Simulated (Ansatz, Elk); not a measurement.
**Bonding as seen by X-rays: MoS**

Structure refinements treat a crystal as free atoms side by side. For a made-up structure of MoS (cell and positions from a PBE relaxation) the runs below show what the calculated density changes in F(hkl).

Main program and level: Elk 11.2.3 (patched build); DFT, PBE, all-electron APW+lo, Dirac cores, scalar-relativistic bands, static density, no spin.

This account leaves out most program logs.

The structure was built from a prototype and need not be the compound's stable phase.

### 1. Set-up

Symmetry: Pnma, No. 62, orthorhombic system. The conventional cell has a = 9.624 Å, b = 3.086 Å, c = 4.028 Å, α = 90.00°, β = 90.00°, γ = 90.00°. Mo has 6 S at 2.51 to 2.58 Å and 2 Mo at 2.74 Å nearest. S has 6 Mo at 2.51 to 2.58 Å nearest. Farther neighbours and most contacts between anions are not listed.

### 2. Ground state and structure factors

An all-electron density is needed, since X-rays see the cores too. Task 0 finds the density and task 195 Fourier-transforms it; tshift is off so that phases refer to the origin typed.

Contents of elk.in:

```
tasks
  0
  195

xctype
  20

spinpol
  .false.

rgkmax
  7.0

gmaxvr
  14.0

lmaxo
  7

lmaxapw
  8

swidth
  0.002

tshift
  .false.

ramdisk
  .false.

hmaxvr
  5.5

maxscl
  120

epspot
  1e-06

sppath
  './'

avec
  18.18708827694 0.00000000000 0.00000000000
  0.00000000000 5.83195967454 0.00000000000
  0.00000000000 0.00000000000 7.61201849835

atoms
  2
  'Mo.in'
  4
  0.8927060318 0.7500000000 0.8831914045   0.000000 0.000000 0.000000
  0.6072939682 0.2500000000 0.3831914045   0.000000 0.000000 0.000000
  0.3927060318 0.7500000000 0.6168085955   0.000000 0.000000 0.000000
  0.1072939682 0.2500000000 0.1168085955   0.000000 0.000000 0.000000
  'S.in'
  4
  0.1308321352 0.7500000000 0.6283319479   0.000000 0.000000 0.000000
  0.3691678648 0.2500000000 0.1283319479   0.000000 0.000000 0.000000
  0.6308321352 0.7500000000 0.8716680521   0.000000 0.000000 0.000000
  0.8691678648 0.2500000000 0.3716680521   0.000000 0.000000 0.000000

ngridk
  3 7 6
```

Run with:

```sh
OMP_NUM_THREADS=4 elk
```

The job ended after 72 s (4 threads of Arm Neoverse V1, shared host; peak memory 0.26 GiB; 3.7 min of CPU time).

SFACRHO.OUT:

```text

h k l indices transformed by vhmat matrix:
   1.000000000       0.000000000       0.000000000    
   0.000000000       1.000000000       0.000000000    
   0.000000000       0.000000000       1.000000000    

      h      k      l  multipl.   |H|            Re(F)            Im(F)           |F|

      0      0      0      1   0.0000000       232.00000      0.16618749E-15   232.00000    
     -1      0      0      2  0.34547505      0.28011591E-13  -0.0000000      0.28011591E-13
      2      0      0      2  0.69095011       30.026685      -0.0000000       30.026685    
      0      0      1      2  0.82542959      0.42017386E-14  -0.0000000      0.42017386E-14
      1      0      1      2  0.89481116       60.506392      -0.0000000       60.506392    
      1      0     -1      2  0.89481116       60.506392     -0.42892748E-14   60.506392    
      3      0      0      2   1.0364252      0.60224920E-13 -0.70028977E-14  0.60630698E-13
      2      0      1      2   1.0764507      -56.201868     -0.28011591E-14   56.201868    
     -2      0      1      2   1.0764507       56.201868      0.28011591E-14   56.201868    
      0     -1      0      2   1.0773712      0.10641868E-13  0.14005795E-14  0.10733637E-13
     -1     -1      0      2   1.1314069      0.28011591E-13  -0.0000000      0.28011591E-13
     -1      1      0      2   1.1314069       0.0000000      0.14005795E-14  0.14005795E-14
     -2     -1      0      2   1.2798987      -84.751690      0.17507244E-15   84.751690    
      2     -1      0      2   1.2798987       84.751690      -0.0000000       84.751690    
     -3      0     -1      2   1.3249570      -18.414348     -0.12255071E-14   18.414348    
      3      0     -1      2   1.3249570      -18.414348     -0.14005795E-14   18.414348    
      0      1     -1      2   1.3572261       119.65860      0.28011591E-14   119.65860    
      0     -1     -1      2   1.3572261      -119.65860     -0.42017386E-14   119.65860
```

Elk indexes on the primitive cell of elk.in and gives |H| = 4π sin θ/λ in inverse bohr. Below, one row stands for each form hkl of the conventional cell (m members, Friedel mates merged), F is for one primitive cell and the density is static (no thermal factor). Free-atom factors are Waasmaier and Kirfel's, and R is Σm||F|−|F'||/Σm|F|.

```csv
hkl,m,sin θ/λ (Å⁻¹),"abs F, DFT",neutral atoms,diff.
100,2,0.052,0.000,0.000,+0.000
200,2,0.104,30.027,29.836,+0.191
001,2,0.124,0.000,0.000,+0.000
101,4,0.135,60.506,60.627,-0.120
300,2,0.156,0.000,0.000,+0.000
201,4,0.162,56.202,56.877,-0.675
010,2,0.162,0.000,0.000,+0.000
110,4,0.170,0.000,0.000,+0.000
210,4,0.193,84.752,85.847,-1.095
301,4,0.199,18.414,19.016,-0.602
011,4,0.204,119.659,120.085,-0.426
400,2,0.208,160.839,161.489,-0.650
111,8,0.211,82.216,82.476,-0.261
310,4,0.225,0.000,0.000,+0.000
```

### 3. The highest occupied states alone

An energy window below the Fermi level keeps the highest occupied states, to see at which angles they scatter; shallow core shells can lie inside it and anion s states outside. No new self-consistency is needed.

elk.in: that of step 2 with these lines changed.

```diff
@@ -1,3 +1,2 @@
 tasks
-  0
   195
@@ -40,2 +39,5 @@
 
+wsfac
+  -0.018920 0.722070
+
 sppath
```

Run with:

```sh
OMP_NUM_THREADS=4 elk
```

Elapsed: 18 s, on 4 threads; peak memory 0.2 GiB.

States within 12 eV below the Fermi level hold 40.00 electrons; any levels below the window count with the cores. Their amplitudes can exceed the total, where window and core parts have opposite phase:

| hkl | sin θ/λ (Å⁻¹) | abs F, window | abs F, all |
| --- | --- | --- | --- |
| 100 | 0.052 | 0.000 | 0.000 |
| 200 | 0.104 | 2.623 | 30.027 |
| 001 | 0.124 | 0.000 | 0.000 |
| 101 | 0.135 | 2.309 | 60.506 |
| 300 | 0.156 | 0.000 | 0.000 |
| 201 | 0.162 | 0.361 | 56.202 |
| 010 | 0.162 | 0.000 | 0.000 |
| 110 | 0.170 | 0.000 | 0.000 |
| 210 | 0.193 | 0.504 | 84.752 |
| 301 | 0.199 | 1.051 | 18.414 |

### 4. Another functional

The difference from free atoms is small, so it is set against the change that PBEsol makes.

elk.in: that of step 3 with these lines changed.

```diff
@@ -1,2 +1,3 @@
 tasks
+  0
   195
@@ -4,3 +5,3 @@
 xctype
-  20
+  22
 
@@ -39,5 +40,2 @@
 
-wsfac
-  -0.018920 0.722070
-
 sppath
```

Run with:

```sh
OMP_NUM_THREADS=4 elk
```

Elapsed: 65 s, on 4 threads; peak memory 0.26 GiB; 3.3 min of CPU time.

Against the first run R = 0.02 %; the largest change is -0.085 at 400.

### 5. Basis size

A smaller basis shows how fast F responds to it; the change is likely larger than the basis error of the first run, but doesn't show convergence.

elk.in: that of step 4 with these lines changed.

```diff
@@ -5,3 +5,3 @@
 xctype
-  22
+  20
 
@@ -11,3 +11,3 @@
 rgkmax
-  7.0
+  5.5
```

Run with:

```sh
OMP_NUM_THREADS=4 elk
```

The job ended after 58 s (4 threads; peak memory 0.23 GiB).

Against the first run R = 0.06 %; the largest change is -0.161 at 400.

### 6. Settings against the effect

```csv
run,R against the first run (%),"R against neutral atoms, low angle (%)",wall time
"PBE, rgkmax 7",0.00,0.55,72 s
PBEsol,0.02,0.57,65 s
rgkmax 5.5,0.06,0.58,58 s
```

### 7. Outcome

- R against neutral atoms, sin θ/λ < 0.3 Å⁻¹: 0.55 %
- R against neutral atoms, 0.3 to 0.58 Å⁻¹: 0.33 %

**Reading.** Independent neutral atoms miss the calculated amplitudes by R = 0.55 % below 0.3 Å⁻¹ and 0.33 % from there to 0.58 Å⁻¹; by shells, 0.29 % below 0.15 Å⁻¹ (2 forms), 0.56 % 0.15 to 0.3 (16 forms), 0.47 % 0.3 to 0.45 (41 forms), 0.22 % above 0.45 (62 forms). Bonding, aspherical density and the tables' own atoms all enter these figures, and the runs don't part them. The largest change of an amplitude is -1.10 electrons, at 210. The window's part falls from 40.0 electrons at the origin to at most 0.49 between 0.45 and 0.58 Å⁻¹. Below 0.3 Å⁻¹ the changes that finished (PBEsol and rgkmax 5.5) move F by R = 0.05 % at most, against the 0.55 % that separates it from free atoms. The k-mesh has no finished test. These runs have no spin, though d or f shells may be open. Part of the difference isn't bonding: the tables are fits to free atoms and ions calculated by other methods than this functional. Thermal motion, anomalous dispersion and extinction are left out.

[Logs are printed without paths, hosts, clocks, repeated set-up lines and the standing remarks that a program may print on its own settings, such as how far it seeks lower states.]

[Hosts, paths, dates, database ids (printed as entryN), source tags and the programs' standing remarks are cut or masked in the printed files.]
